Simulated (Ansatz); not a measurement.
# TaSnO3 (Pm-3m): phonons and vibrational spectra, part 2 of 2

How does TaSnO3 (Pm-3m) vibrate, and is this structure a minimum?

Ansatz 0.2.0; DFT PBEsol, scalar-relativistic, plane waves, PAW; PAW set soft_1.

So far, highest frequency on the path or at a solved wavevector (cm⁻¹): step 6 (response at finite wavevector) 787. Also lowest frequency on the path (cm⁻¹): step 6 -57.1.

## (7) Isotope substitution, element O, natural mass 15.999 amu (continued)

The same force constants with the mass of O changed from 15.999 to 17.999 u (phonopy, no LO-TO term). Both lists are sorted by frequency; levels can cross, so a row need not hold one and the same mode. Modes under 3 cm⁻¹ are left out. Isotope shifts, by row, the first 40 of 57 rows:

```
       q  rank  natural mass (cm⁻¹)  changed mass (cm⁻¹)
   0 0 0     1               -33.44                -33.1
   0 0 0     2               -33.44                -33.1
   0 0 0     3               -33.44                -33.1
   0 0 0     7                259.8                249.1
   0 0 0     8                259.8                249.1
   0 0 0     9                259.8                249.1
   0 0 0    10                269.3                253.9
   0 0 0    11                269.3                253.9
   0 0 0    12                269.3                253.9
   0 0 0    13                557.8                526.9
   0 0 0    14                557.8                526.9
   0 0 0    15                557.8                526.9
0 0 0.25     1               -40.46               -40.07
0 0 0.25     2               -40.46               -40.07
0 0 0.25     3               -15.26                -15.1
0 0 0.25     4               -15.26                -15.1
0 0 0.25     5                28.67                 28.6
0 0 0.25     6                128.1                125.8
0 0 0.25     7                  210                  200
0 0 0.25     8                  210                  200
0 0 0.25     9                  246                232.7
0 0 0.25    10                  246                233.6
0 0 0.25    11                246.8                233.6
0 0 0.25    12                259.6                249.7
0 0 0.25    13                525.6                496.7
0 0 0.25    14                525.6                496.7
0 0 0.25    15                  594                560.2
0 0 -0.5     1               -25.19               -25.17
0 0 -0.5     2               -25.19               -25.17
0 0 -0.5     3                62.31                 61.7
0 0 -0.5     4                62.31                 61.7
0 0 -0.5     5                90.03                90.03
0 0 -0.5     6                173.7                170.5
0 0 -0.5     7                198.4                187.2
0 0 -0.5     8                198.4                187.2
0 0 -0.5     9                249.7                235.4
0 0 -0.5    10                258.2                245.2
0 0 -0.5    11                258.2                245.2
0 0 -0.5    12                318.8                306.3
0 0 -0.5    13                518.3                  490
```

A mode of this element alone would shift by -5.72 %. The highest zone-centre frequency without the field goes from 557.8 to 526.9 cm⁻¹ (-5.5 %).

## (8) Isotope substitution, element Sn, natural mass 118.71 amu

The same for Sn, from 118.71 to 123.91 u.

The same force constants with the mass of Sn changed from 118.710 to 123.905 u (phonopy, no LO-TO term). Both lists are sorted by frequency; levels can cross, so a row need not hold one and the same mode. Modes under 3 cm⁻¹ are left out. Isotope shifts, by row, the first 40 of 57 rows:

```
       q  rank  natural mass (cm⁻¹)  changed mass (cm⁻¹)
   0 0 0     1               -33.44               -32.99
   0 0 0     2               -33.44               -32.99
   0 0 0     3               -33.44               -32.99
   0 0 0     7                259.8                259.7
   0 0 0     8                259.8                259.7
   0 0 0     9                259.8                259.7
   0 0 0    10                269.3                269.3
   0 0 0    11                269.3                269.3
   0 0 0    12                269.3                269.3
   0 0 0    13                557.8                557.8
   0 0 0    14                557.8                557.8
   0 0 0    15                557.8                557.8
0 0 0.25     1               -40.46               -39.87
0 0 0.25     2               -40.46               -39.87
0 0 0.25     3               -15.26               -15.16
0 0 0.25     4               -15.26               -15.16
0 0 0.25     5                28.67                28.09
0 0 0.25     6                128.1                  128
0 0 0.25     7                  210                  210
0 0 0.25     8                  210                  210
0 0 0.25     9                  246                245.9
0 0 0.25    10                  246                245.9
0 0 0.25    11                246.8                246.8
0 0 0.25    12                259.6                259.4
0 0 0.25    13                525.6                525.6
0 0 0.25    14                525.6                525.6
0 0 0.25    15                  594                  594
0 0 -0.5     1               -25.19               -24.66
0 0 -0.5     2               -25.19               -24.66
0 0 -0.5     3                62.31                62.31
0 0 -0.5     4                62.31                62.31
0 0 -0.5     5                90.03                88.12
0 0 -0.5     6                173.7                173.7
0 0 -0.5     7                198.4                198.4
0 0 -0.5     8                198.4                198.4
0 0 -0.5     9                249.7                249.7
0 0 -0.5    10                258.2                258.2
0 0 -0.5    11                258.2                258.2
0 0 -0.5    12                318.8                318.8
0 0 -0.5    13                518.3                518.3
```

A mode of this element alone would shift by -2.12 %. The highest zone-centre frequency without the field goes from 557.8 to 557.8 cm⁻¹ (+0.0 %).

## (9) Results

```
space group after relaxation (within 0.01 Å)            : Pm-3m
volume per atom                                         : 13.0 Å³
electronic character                                    : no gap on this mesh
highest optical mode at the zone centre (no LO-TO term) : 558 cm⁻¹
lowest optical zone-centre mode                         : -33.4 cm⁻¹
lowest mode on the q mesh (acoustic modes at Γ apart)   : -56.0 cm⁻¹
highest frequency on the path or at a solved wavevector : 787 cm⁻¹
imaginary modes on the 4×4×4 q mesh                     : yes
```

**Reading.** Modes are clearly imaginary (beyond 10i cm⁻¹) at 7 of the 10 irreducible wavevectors, most at q = (0, 0.25, 0.25) (56.0i cm⁻¹), so this structure is not a minimum of the energy. The optical modes at Γ span -33 to 558 cm⁻¹ (negative means imaginary). The highest mode in this list at Γ, 557.8 cm⁻¹, is mostly motion of O (97 % of the kinetic energy). With no gap, or one that is small against the smearing, the frequencies hang on the k mesh and the smearing, most of all near Kohn anomalies. The phonon runs are without spin polarisation, although the cell has an odd electron count. Spin-orbit coupling is left out, which can matter for the heavy elements here. The PAW files were made for PBE and serve the other functionals too. These are harmonic frequencies at zero temperature: anharmonic shifts, linewidths and thermal expansion are left out.

[Logs are printed without paths, hosts, clocks, repeated set-up lines and the standing remarks that a program may print on its own settings, such as how far it seeks lower states.]

[Hosts, paths, dates, database ids (printed as entryN), source tags and the programs' standing remarks are cut or masked in the printed files.]
